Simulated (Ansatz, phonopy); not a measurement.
# Quasi-harmonic thermodynamics of CeO2 (Fm-3m), part 2 of 3

Aim: the lattice, expansion, heat capacity and bulk modulus of CeO2 as it warms.

Ansatz 0.2.0; DFT PBEsol, scalar-relativistic, plane waves, PAW (the session's first sound run).

So far. Step 2 (A first coarse run): The start is under -0.98 GPa at this level and looks like an insulator or semiconductor on this mesh. Step 4 (Tight relaxation): The residual pressure is -0.0013 GPa, small enough for phonons.

### 6. Phonons on strained cells, functional PBEsol

The study relaxes the crystal at several strains, solves the phonons on some of them and minimises the free energy at each temperature (static energy, vibrations, the electrons in a metal, and PV under a set pressure); the q-mesh sets how far the force constants reach.

Input file input.yaml:

```yaml
crystal:
  lattice:
    - [0.0, 2.6990173305, 2.6990173305]
    - [2.6990173305, 0.0, 2.6990173305]
    - [2.6990173305, 2.6990173305, 0.0]
  atoms:
    - { symbol: Ce, position: [0.0, 0.0, 0.0] }
    - { symbol: O, position: [0.25, 0.25, 0.25] }
    - { symbol: O, position: [0.75, 0.75, 0.75] }
kpoints:
  mp_grid: { grid: [12, 12, 12] }
hamiltonian:
  xc: pbesol
scf:
  occupations: { method: fixed }
  lower_state_search: "off"
output:
  eigenvalues: true
phonons:
  method: dfpt
  qmesh: [4, 4, 4]
  temperatures: { t_max: 1200.0, t_step: 50 }
  thermal_expansion: {}
```

On the command line:

```bash
$ ansatz run input.yaml --threads 8 --pin off --max-ram 16384MiB --backend cpu --events-out ev --progress --plain --runs-dir out
```

Numbers of over 12 decimals in the logs are rounded to 6 here.

The program printed:

```text
Warning: phonons: the dynamical matrix that this run interpolates holds no multipole term above the dipole-dipole one, and a site of this crystal is no centre of inversion, so its interpolated transverse optical and acoustic branches and sound speeds can stay off near Gamma, and the density of states and the thermodynamics with them. What a run solves at a wave vector of phonons.qpoints, Gamma apart, where the deck admits one, is free of this, and under fd what a larger phonons.supercell samples
[...]
Crystal: 3 atoms, lattice volume = 39.323 Å³
Basis set: ecut = 487.2 eV, 941 PW (Γ), exchange–correlation on 60×60×60 points (8 copies of the dense FFT grid, shifted against one another)
Bands: 16, of which v1, the nominal top of the filled ones, is band 12 counted from 1 (11 counted from 0)
Symmetry: 48 space group operations
[...]
k-points: 72 of 1728
[...]
SCF iter   1: F=—  HF=-7611.958084 eV  |F-HF|=—  |Δ(HF+E_count)|=         —  Δρ=2.05e-2  dr2=1.55e-1  ethr=1.77e-3  ⟨swp⟩=3.3  Hψ=5163  notcnv=0  defer=4
[...]
SCF iter  12: F=-7611.936777 eV  HF=-7611.936777 eV  |F-HF|=0.00e0  |Δ(HF+E_count)|=  1.36e-11  Δρ=9.07e-8  dr2=1.73e-12  ethr=1.00e-12  ⟨swp⟩=7.0  Hψ=6230  notcnv=0
SCF 1 converged in 12 iterations: F = -7611.936777 eV  dr2 = 1.73e-12
[...]
relax step   1: F+E_penalty+E_count = -7611.93677682 eV  Δ(F+E_penalty+E_count) = +0.000e0 eV  max|allowed force component| = 2.159e-17 eV/Å  Δτ_max = 0.0000 Å  (12 SCF iters, accepted)
SCF converged after 12 iterations
Free energy (F): -7611.936777 eV
[...]
Internal energy: -7611.936777 eV  (E = F + TS)
E sigma→0 (E₀):  -7611.936777 eV
Fermi energy:    11.181979 eV
[...]
--- Stress (GPa, compression-positive) ---
       -0.020204      -0.000000       0.000000
        0.000000      -0.020204      -0.000000
        0.000000       0.000000      -0.020204
  P = ⅓ Tr σ = -0.0202 GPa (-0.202 kbar)
--- Band table (eV; the first three rows and the last of 72) ---
  k-point 0: bands = [... 8 lower, 7.1984, 10.5391, 10.5391, 10.5391, 13.5090, 13.5090, 13.5090, 13.7875]
  k-point 1: bands = [... 8 lower, 7.3859, 10.4690, 10.5109, 10.5109, 13.5019, 13.5019, 13.5096, 13.7963]
  k-point 2: bands = [... 8 lower, 7.8911, 10.3034, 10.4420, 10.4420, 13.4789, 13.4789, 13.5114, 13.8176]
  k-point 71: bands = [... 8 lower, 10.0933, 10.0933, 10.4206, 10.4736, 13.2513, 13.3805, 13.3805, 13.6263]
── thermal expansion: 3 new cells, 3 in all ──
thermal expansion: relaxation of cell 2
thermal expansion: relaxation of cell 3
── thermal expansion: 2 new cells, 5 in all ──
thermal expansion: relaxation of cell 4
thermal expansion: phonons of cell 4
thermal expansion: relaxation of cell 5
thermal expansion: phonons of cell 5
── thermal expansion: 6 new cells, 11 in all ──
thermal expansion: relaxation of cell 6
thermal expansion: relaxation of cell 7
thermal expansion: relaxation of cell 8
thermal expansion: relaxation of cell 9
thermal expansion: relaxation of cell 10
thermal expansion: relaxation of cell 11
thermal expansion: phonons of cell 6
thermal expansion: phonons of cell 7
thermal expansion: phonons of cell 8
--- Relaxed structure (1 steps of the walk, 1 accepted, 0 SCFs on fresh bases) ---
  F+E_penalty+E_count = -7611.93677682 eV   max|allowed force component| = 2.159e-17 eV/Å
  atoms:
    - { symbol: Ce, position: [0.0, 0.0, 0.0] }
    - { symbol: O, position: [0.250000, 0.250000, 0.250000] }
    - { symbol: O, position: [0.750000, 0.750000, 0.750000] }
--- Thermal expansion: 11 cells in 3 rounds, 0 GPa ---
  no lower state was looked for at cell 4: scf.lower_state_search: off
  without vibrations: a 3.81685, b 3.81685, c 3.81685 Å, V 39.3187 Å³, B 192.20 GPa
  at 0 K: a 3.82563, b 3.82563, c 3.82563 Å, V 39.5907 Å³, B 187.38 GPa
  zero-point expansion: a +0.230, b +0.230, c +0.230, V +0.692 %
      T/K        a/Å        b/Å        c/Å       V/Å³ | expansion of a, b, c, V (1e-6/K)   | that of V in the mean from 25 °C | C_P, C_V (J/mol K of the cell) | B_T, B_S (GPa)
     0.00    3.82563    3.82563    3.82563    39.5907 |    0.00    0.00    0.00    0.00 |   19.67 |     0.000     0.000 |   187.38   187.38
   150.00    3.82758    3.82758    3.82758    39.6514 |    7.64    7.64    7.64   22.91 |   29.29 |    42.001    41.655 |   184.15   185.68
   298.15    3.83313    3.83313    3.83313    39.8242 |   11.30   11.30   11.30   33.91 |       - |    63.778    62.323 |   177.01   181.14
   400.00    3.83781    3.83781    3.83781    39.9701 |   12.57   12.57   12.57   37.72 |   35.98 |    69.747    67.400 |   171.35   177.32
   550.00    3.84550    3.84550    3.84550    40.2107 |   14.08   14.08   14.08   42.23 |   38.54 |    74.635    70.785 |   162.07   170.88
   700.00    3.85407    3.85407    3.85407    40.4803 |   15.65   15.65   15.65   46.96 |   41.00 |    78.040    72.337 |   151.57   163.52
   850.00    3.86367    3.86367    3.86367    40.7835 |   17.60   17.60   17.60   52.80 |   43.65 |    81.292    73.164 |   139.65   155.17
  1000.00    3.87461    3.87461    3.87461    41.1309 |   20.26   20.26   20.26   60.77 |   46.75 |    85.180    73.654 |   126.00   145.72
  1150.00    3.88747    3.88747    3.88747    41.5419 |   24.23   24.23   24.23   72.70 |   50.63 |    90.707    73.969 |   110.07   134.97
  1200.00    3.89236    3.89236    3.89236    41.6987 |   26.06   26.06   26.06   78.19 |   52.19 |    93.226    74.049 |   104.10   131.06
  the static fit leaves 0.001 meV an atom of the energies and, of the stresses, 0.000 GPa of each cell's largest along a strain (root mean squares over the cells), whose Pulay part it has at -0.020 GPa
  vibrations' free energy: its fit leaves 0.0057 meV an atom at the most
  the electrons' free energy at temperature is not in it: every band gap is over 1.24 eV
  free energies summed between the sampled wave vectors
  estimated error of the fitted expansion in any direction: up to 1.238e-6/K, at 1200 K (an estimate, not a bound: it was exceeded on models of known expansion)
  by sums over the sampled wave vectors an expansion of the volume parts by up to 0.15e-6/K
  by a static energy of one degree less an expansion of the volume parts by up to 0.11e-6/K
  band gaps on the cells' k-points are 1.741 to 2.080 eV
```

Run time: 31 min. Hardware: 8 threads of Arm Neoverse V1, shared host; peak memory 3.6 GiB; 4 h of CPU time.

This step gave:

```
pressure                                         : -0.02020 GPa
volume expansion coefficient at 298 K            : 33.91 1e-6/K
C_P at 298 K                                     : 21.26 J/mol-atom/K
entropy at 298 K                                 : 21.99 J/mol-atom/K
isothermal bulk modulus at 298 K                 : 177.0 GPa
Grüneisen parameter at 298 K                     : 2.310
volume at 298 K                                  : 13.28 Å³/atom
principal linear expansion coefficients at 298 K : 11.3, 11.3, 11.3 1e-6/K
```

Strained cells of the study; zero-point energy where phonons were solved; the pressures are stresses at a fixed cutoff and can carry an offset from the finite basis. Expansion cells, by row:

```csv
cell,|a| (Å),|b| (Å),|c| (Å),V (Å³/atom),E - E_lowest (meV/atom),"pressure, compression positive (GPa)",gap (eV),zero-point energy (meV/atom)
1,3.817,3.817,3.817,13.11,0,-0.04,1.994,-
2,3.848,3.848,3.848,13.42,4.445,-4.394,1.925,-
3,3.787,3.787,3.787,12.8,4.539,4.801,2.063,-
4,3.817,3.817,3.817,13.11,0,-0.064,1.994,55.55
5,3.836,3.836,3.836,13.31,1.793,-2.843,1.95,53.95
6,3.858,3.858,3.858,13.54,8.045,-5.816,1.901,52.09
7,3.879,3.879,3.879,13.76,17.78,-8.386,1.855,50.33
8,3.9,3.9,3.9,13.98,31.12,-10.77,1.809,48.56
9,3.779,3.779,3.779,12.72,7.101,6.074,2.08,-
10,3.798,3.798,3.798,12.91,1.727,2.905,2.037,-
11,3.931,3.931,3.931,14.32,57.28,-13.97,1.741,-
```

Quasi-harmonic; a, b, c are the run's own cell vectors. Expansion, by row:

```csv
T (K),a (Å),b (Å),c (Å),alpha (deg),beta (deg),gamma (deg),cell volume (Å³/cell),alpha_a (1e-6/K),alpha_b (1e-6/K),alpha_c (1e-6/K),alpha_V (1e-6/K),C_P (J/mol-atom/K),C_V (J/mol-atom/K),S (J/mol-atom/K),B_T (GPa),B_S (GPa),Grueneisen,extrapolation,fit error (1e-6/K)
0,3.826,3.826,3.826,60,60,60,39.59,0,0,0,0,0,0,0,187.4,187.4,-,0,0
50,3.826,3.826,3.826,60,60,60,39.59,1.57,1.57,1.57,4.7,2.916,2.915,1.122,187.2,187.3,2.399,0,0.01
100,3.826,3.826,3.826,60,60,60,39.61,5.06,5.06,5.06,15.18,9.025,8.991,5.036,186,186.7,2.497,0,0.01
150,3.828,3.828,3.828,60,60,60,39.65,7.64,7.64,7.64,22.91,14,13.88,9.69,184.2,185.7,2.418,0,0.02
200,3.829,3.829,3.829,60,60,60,39.7,9.33,9.33,9.33,27.99,17.44,17.22,14.22,181.9,184.3,2.358,0,0.03
250,3.831,3.831,3.831,60,60,60,39.76,10.49,10.49,10.49,31.46,19.74,19.39,18.38,179.5,182.8,2.325,0,0.04
298.1,3.833,3.833,3.833,60,60,60,39.82,11.3,11.3,11.3,33.91,21.26,20.77,21.99,177,181.1,2.31,0,0.05
300,3.833,3.833,3.833,60,60,60,39.83,11.33,11.33,11.33,33.99,21.31,20.82,22.12,176.9,181.1,2.309,0,0.05
350,3.835,3.835,3.835,60,60,60,39.9,12,12,12,36,22.42,21.79,25.5,174.2,179.2,2.305,0,0.05
400,3.838,3.838,3.838,60,60,60,39.97,12.57,12.57,12.57,37.72,23.25,22.47,28.55,171.3,177.3,2.308,0,0.04
450,3.84,3.84,3.84,60,60,60,40.05,13.09,13.09,13.09,39.27,23.9,22.96,31.32,168.4,175.3,2.316,0,0.03
500,3.843,3.843,3.843,60,60,60,40.13,13.59,13.59,13.59,40.76,24.43,23.32,33.87,165.3,173.1,2.327,0,0.03
550,3.845,3.845,3.845,60,60,60,40.21,14.08,14.08,14.08,42.23,24.88,23.59,36.22,162.1,170.9,2.341,0,0.03
600,3.848,3.848,3.848,60,60,60,40.3,14.58,14.58,14.58,43.73,25.28,23.81,38.4,158.7,168.5,2.358,0,0.05
650,3.851,3.851,3.851,60,60,60,40.39,15.1,15.1,15.1,45.3,25.66,23.98,40.44,155.2,166.1,2.377,0,0.07
700,3.854,3.854,3.854,60,60,60,40.48,15.65,15.65,15.65,46.96,26.01,24.11,42.36,151.6,163.5,2.399,0,0.1
750,3.857,3.857,3.857,60,60,60,40.58,16.25,16.25,16.25,48.74,26.37,24.22,44.16,147.8,160.8,2.422,0,0.12
800,3.86,3.86,3.86,60,60,60,40.68,16.89,16.89,16.89,50.68,26.73,24.31,45.88,143.8,158.1,2.447,0,0.15
850,3.864,3.864,3.864,60,60,60,40.78,17.6,17.6,17.6,52.8,27.1,24.39,47.51,139.7,155.2,2.475,0,0.17
900,3.867,3.867,3.867,60,60,60,40.89,18.39,18.39,18.39,55.16,27.49,24.45,49.07,135.3,152.2,2.506,0,0.17
950,3.871,3.871,3.871,60,60,60,41.01,19.26,19.26,19.26,57.79,27.92,24.5,50.56,130.8,149,2.539,0,0.16
1000,3.875,3.875,3.875,60,60,60,41.13,20.26,20.26,20.26,60.77,28.39,24.55,52.01,126,145.7,2.575,0,0.1
1050,3.879,3.879,3.879,60,60,60,41.26,21.39,21.39,21.39,64.17,28.92,24.59,53.41,121,142.3,2.615,0,0.05
1100,3.883,3.883,3.883,60,60,60,41.4,22.7,22.7,22.7,68.1,29.53,24.63,54.77,115.7,138.7,2.658,0,0.25
1150,3.887,3.887,3.887,60,60,60,41.54,24.23,24.23,24.23,72.7,30.24,24.66,56.09,110.1,135,2.706,0,0.6
1200,3.892,3.892,3.892,60,60,60,41.7,26.06,26.06,26.06,78.19,31.07,24.68,57.4,104.1,131.1,2.76,0,1.24
```

The expansion coefficient by temperature; values in 1e-6/K:

```csv
temperature (K),volume,principal 1
0,0,0
50,4.7,1.57
100,15.2,5.06
200,28.0,9.33
250,31.5,10.5
298,33.9,11.3
300,34.0,11.3
350,36,12
450,39.3,13.1
500,40.8,13.6
550,42.2,14.1
600,43.7,14.6
650,45.3,15.1
700,47.0,15.7
800,50.7,16.9
850,52.8,17.6
900,55.2,18.4
950,57.8,19.3
1000,60.8,20.3
1100,68.1,22.7
1150,72.7,24.2
1200,78.2,26.1
```

At 298 K the volume expansion is 33.9 × 10⁻⁶/K and B_T is 177 GPa. The program raised the cutoff to 487.2 eV by itself: with no cutoff typed, the study takes about 1.16 times the default for its relaxations and scales it with the volume for the phonons.

### 7. Free-energy fit

This step: DFT PBEsol, scalar-relativistic, plane waves, PAW (phonopy 4.10.0).

This step gave:

| Item | Value |
| --- | --- |
| volume expansion coefficient at 300 K | 33.89 1e-6/K |
| isothermal bulk modulus at 300 K | 176.9 GPa |
| C_P at 300 K | 21.33 J/mol-atom/K |
| Grüneisen parameter at 300 K | 2.303 |

Table of energy (each curve on its own zero) by volume; values in meV/atom:

```csv
volume (Å³/atom),static,F at 0 K,F at 300 K,F at 1200 K
13.109,0,3.46,6.64,23.5
13.307,1.79,3.64,5.5,15.1
13.538,8.04,8.04,8.2,8.75
13.758,17.8,16.0,14.4,5.87
13.981,31.1,27.6,24.0,5.53
```

Phonopy-qha, vinet fit of F(V) at each temperature. Qha vinet, by row:

```csv
T (K),fitted volume (Å³/atom),alpha_V (1e-6/K),B_T (GPa),C_P (J/mol-atom/K),Grueneisen
100,13.2,14.68,186,8.802,2.416
150,13.22,22.47,184.2,13.89,2.372
200,13.23,27.72,181.9,17.41,2.335
250,13.25,31.3,179.5,19.75,2.313
300,13.28,33.89,176.9,21.33,2.303
350,13.3,35.94,174.2,22.45,2.301
400,13.32,37.68,171.4,23.28,2.306
450,13.35,39.25,168.4,23.92,2.314
500,13.38,40.75,165.3,24.45,2.326
550,13.4,42.24,162,24.9,2.341
600,13.43,43.76,158.6,25.3,2.358
650,13.46,45.34,155.1,25.68,2.378
700,13.49,47.02,151.4,26.03,2.399
750,13.53,48.82,147.6,26.39,2.423
800,13.56,50.78,143.6,26.74,2.449
850,13.59,52.93,139.5,27.12,2.478
900,13.63,55.29,135.2,27.51,2.509
950,13.67,57.93,130.7,27.94,2.543
1000,13.71,60.88,126,28.41,2.58
1050,13.75,64.22,121.1,28.94,2.62
1100,13.8,68.02,116,29.53,2.664
```

The volume expansion coefficient by temperature; values in 1e-6/K:

```csv
temperature (K),"phonopy-qha, Vinet",Ansatz's own study
100,14.7,15.2
150,22.5,22.9
200,27.7,28.0
250,31.3,31.5
300,33.9,34.0
350,35.9,36
400,37.7,37.7
450,39.2,39.3
500,40.8,40.8
550,42.2,42.2
600,43.8,43.7
650,45.3,45.3
700,47.0,47.0
750,48.8,48.7
800,50.8,50.7
850,52.9,52.8
900,55.3,55.2
950,57.9,57.8
1000,60.9,60.8
1050,64.2,64.2
1100,68.0,68.1
```

The fit gives a volume expansion of 33.9 × 10⁻⁶/K at 300 K, against 33.9 at 298 K from the study itself, whose static fit uses more cells.

### 8. Relaxing at another setting

The functional, the potentials or the cutoff change, so the crystal is relaxed again at the new setting.

This step: DFT LDA, scalar-relativistic, plane waves, PAW (Ansatz 0.2.0).

input.yaml, the sections that differ from step 6:

```yaml
hamiltonian:
  xc: lda
output:
  forces: true
  stress: true
  eigenvalues: true
relax:
  adjacent_minimum: "off"
  f_tol: 0.001
  max_steps: 60
  cell: { stress_tol: 0.01 }
# crystal, kpoints, scf: as in step 6
# phonons: removed
```

The program printed:

```text
[...]
Crystal: 3 atoms, lattice volume = 39.323 Å³
Basis set: ecut = 420 eV, 749 PW (Γ)
Bands: 16, of which v1, the nominal top of the filled ones, is band 12 counted from 1 (11 counted from 0)
Symmetry: 48 space group operations
[...]
k-points: 72 of 1728
[...]
SCF iter   1: F=—  HF=-7513.700729 eV  |F-HF|=—  |Δ(HF+E_count)|=         —  Δρ=2.93e-2  dr2=3.44e-1  ethr=1.77e-3  ⟨swp⟩=3.5  Hψ=5191  notcnv=0  defer=30
[...]
SCF iter   9: F=-7513.663361 eV  HF=-7513.663361 eV  |F-HF|=2.69e-9  |Δ(HF+E_count)|=   2.08e-8  Δρ=4.62e-6  dr2=3.47e-9  ethr=4.17e-10  ⟨swp⟩=7.4  Hψ=6268  notcnv=0
SCF 1 converged in 9 iterations: F = -7513.663361 eV  dr2 = 3.47e-9
[...]
relax step   1: F+E_penalty+E_count = -7513.66336126 eV  Δ(F+E_penalty+E_count) = +0.000e0 eV  max|allowed force component| = 2.698e-17 eV/Å  Δτ_max = 0.0000 Å  P = -4.322 GPa  Ω = 39.323 Å³  (9 SCF iters, dr2 threshold 1.00e-7 eV, accepted)
Crystal: 3 atoms, lattice volume = 37.860 Å³
Basis set: ecut = 420 eV, 725 PW (Γ)
[...]
SCF iter   8: F=-7513.675337 eV  HF=-7513.675337 eV  |F-HF|=2.23e-8  |Δ(HF+E_count)|=   7.98e-8  Δρ=8.13e-6  dr2=2.39e-8  ethr=1.25e-9  ⟨swp⟩=10.3  Hψ=10396  notcnv=0
SCF 2 converged in 8 iterations: F = -7513.675337 eV  dr2 = 2.39e-8
[...]
relax step   2: F+E_penalty+E_count = -7513.67533689 eV  Δ(F+E_penalty+E_count) = -1.198e-2 eV  max|allowed force component| = 1.758e-16 eV/Å  Δτ_max = 0.0000 Å  P = +3.660 GPa  Ω = 37.860 Å³  energy of the carried Pulay correction = +7.786e-3 eV  (8 SCF iters, dr2 threshold 3.00e-7 eV, accepted)
Crystal: 3 atoms, lattice volume = 38.517 Å³
[...]
SCF iter   7: F=-7513.678958 eV  HF=-7513.678958 eV  |F-HF|=4.84e-9  |Δ(HF+E_count)|=   5.50e-8  Δρ=4.30e-6  dr2=5.34e-9  ethr=9.37e-10  ⟨swp⟩=11.5  Hψ=9174  notcnv=0
SCF 3 converged in 7 iterations: F = -7513.678958 eV  dr2 = 5.34e-9
relax step   3: F+E_penalty+E_count = -7513.67895848 eV  Δ(F+E_penalty+E_count) = -3.622e-3 eV  max|allowed force component| = 1.527e-16 eV/Å  Δτ_max = 0.0000 Å  P = -0.115 GPa  Ω = 38.517 Å³  energy of the carried Pulay correction = +4.253e-3 eV  (7 SCF iters, dr2 threshold 3.00e-7 eV, accepted)
[...]
relax step   4: F+E_penalty+E_count = -7513.67907491 eV  Δ(F+E_penalty+E_count) = -1.164e-4 eV  max|allowed force component| = 9.560e-17 eV/Å  Δτ_max = 0.0000 Å  P = -0.003 GPa  Ω = 38.497 Å³  energy of the carried Pulay correction = +4.362e-3 eV  (4 SCF iters, dr2 threshold 3.33e-8 eV, accepted)
[...]
relax step   5: F+E_penalty+E_count = -7513.67491829 eV  Δ(F+E_penalty+E_count) = +4.157e-3 eV  max|allowed force component| = 1.203e-16 eV/Å  Δτ_max = 0.0000 Å  P = -0.153 GPa  Ω = 38.497 Å³  stress off target by 1.53e-1 GPa  SCF on the basis re-selected at this cell (its energy is not comparable with the rows above)  (8 SCF iters)
[...]
relax step   6: F+E_penalty+E_count = -7513.67508289 eV  Δ(F+E_penalty+E_count) = -1.646e-4 eV  max|allowed force component| = 4.780e-17 eV/Å  Δτ_max = 0.0000 Å  P = -0.001 GPa  Ω = 38.469 Å³  energy of the carried Pulay correction = +1.512e-4 eV  (4 SCF iters, dr2 threshold 5.85e-8 eV, accepted)
[...]
SCF iter   7: F=-7513.674956 eV  HF=-7513.674956 eV  |F-HF|=9.09e-13  |Δ(HF+E_count)|=  1.82e-12  Δρ=6.84e-9  dr2=2.06e-14  ethr=1.00e-12  ⟨swp⟩=8.3  Hψ=6270  notcnv=0
SCF 7 converged in 7 iterations: F = -7513.674956 eV  dr2 = 2.06e-14
relax step   7: F+E_penalty+E_count = -7513.67495552 eV  Δ(F+E_penalty+E_count) = +1.274e-4 eV  max|allowed force component| = 6.553e-17 eV/Å  Δτ_max = 0.0000 Å  P = -0.004 GPa  Ω = 38.469 Å³  stress off target by 4.41e-3 GPa  SCF on the basis re-selected at this cell (its energy is not comparable with the rows above)  (7 SCF iters)
[...]
SCF converged after 7 iterations
Free energy (F): -7513.674956 eV
[...]
Internal energy: -7513.674956 eV  (E = F + TS)
E sigma→0 (E₀):  -7513.674956 eV
Fermi energy:    11.326019 eV
[...]
--- Stress (GPa, compression-positive) ---
       -0.004412       0.000000      -0.000000
        0.000000      -0.004412      -0.000000
       -0.000000      -0.000000      -0.004412
  P = ⅓ Tr σ = -0.0044 GPa (-0.044 kbar)
--- Band table (eV; the first three rows and the last of 72) ---
  k-point 0: bands = [... 8 lower, 7.2122, 10.6361, 10.6361, 10.6361, 13.7013, 13.7013, 13.7013, 14.0121]
  k-point 1: bands = [... 8 lower, 7.4093, 10.5663, 10.6082, 10.6082, 13.6937, 13.6937, 13.7020, 14.0209]
  k-point 2: bands = [... 8 lower, 7.9370, 10.4011, 10.5396, 10.5396, 13.6693, 13.6693, 13.7039, 14.0409]
  k-point 71: bands = [... 8 lower, 10.2191, 10.2191, 10.5135, 10.5724, 13.4365, 13.5751, 13.5751, 13.8269]
--- Relaxed structure (5 steps of the walk, 5 accepted, 2 SCFs on fresh bases) ---
[...]
cell:  # Å, volume = 38.4690 Å³
    - [0, 2.679334, 2.679334]
    - [2.679334, 0, 2.679334]
    - [2.679334, 2.679334, 0]
  atoms:
    - { symbol: Ce, position: [0, 0, 0] }
    - { symbol: O, position: [0.25, 0.25, 0.250000] }
    - { symbol: O, position: [0.750000, 0.750000, 0.750000] }
```

The job ended after 4.3 s (8 threads; peak memory 0.41 GiB).

The steps of the relaxation:

```csv
step,energy less that of the first step (eV),largest force component (eV/Å),pressure (GPa),volume (Å³)
1,0.0000,0.0000,-4.32,39.32
2,-0.0120,0.0000,3.66,37.86
3,-0.0156,0.0000,-0.12,38.52
4,-0.0157,0.0000,0.00,38.50
5*,-0.0116,0.0000,-0.15,38.50
6,-0.0117,0.0000,0.00,38.47
7*,-0.0116,0.0000,0.00,38.47
```

Relaxation steps marked * repeat the geometry before them on a plane-wave basis chosen anew for their cell, so energy and pressure can jump there.

The run keeps the 48 symmetry operations that it works with, so distortions that break them were not tested.

```csv
"conventional cell, symmetrised",before,after,change
a (Å),5.398,5.359,-0.7 %
b (Å),5.398,5.359,-0.7 %
c (Å),5.398,5.359,-0.7 %
volume (Å³/atom),13.11,12.82,-2.2 %
```

Final coordinates:

```
Ce O
1.0
     0.00000    2.67933    2.67933
     2.67933    0.00000    2.67933
     2.67933    2.67933    0.00000
Ce O
1 2
Direct
  0.00000 0.00000 0.00000
  0.25000 0.25000 0.25000
  0.75000 0.75000 0.75000
```

This step gave:

```yaml
pressure: -0.004412 GPa
gap_on_the_k_mesh: 2.029 eV
volume_per_atom: 12.82 Å³/atom
```

The residual pressure is -0.0044 GPa, small enough for phonons.

[end of part 2 of 3]

[Logs are printed without paths, hosts, clocks, repeated set-up lines and the standing remarks that a program may print on its own settings, such as how far it seeks lower states.]

[Hosts, paths, dates, database ids (printed as entryN), source tags and the programs' standing remarks are cut or masked in the printed files.]

[A step with changed settings may run another functional than the one named; its input shows which.]
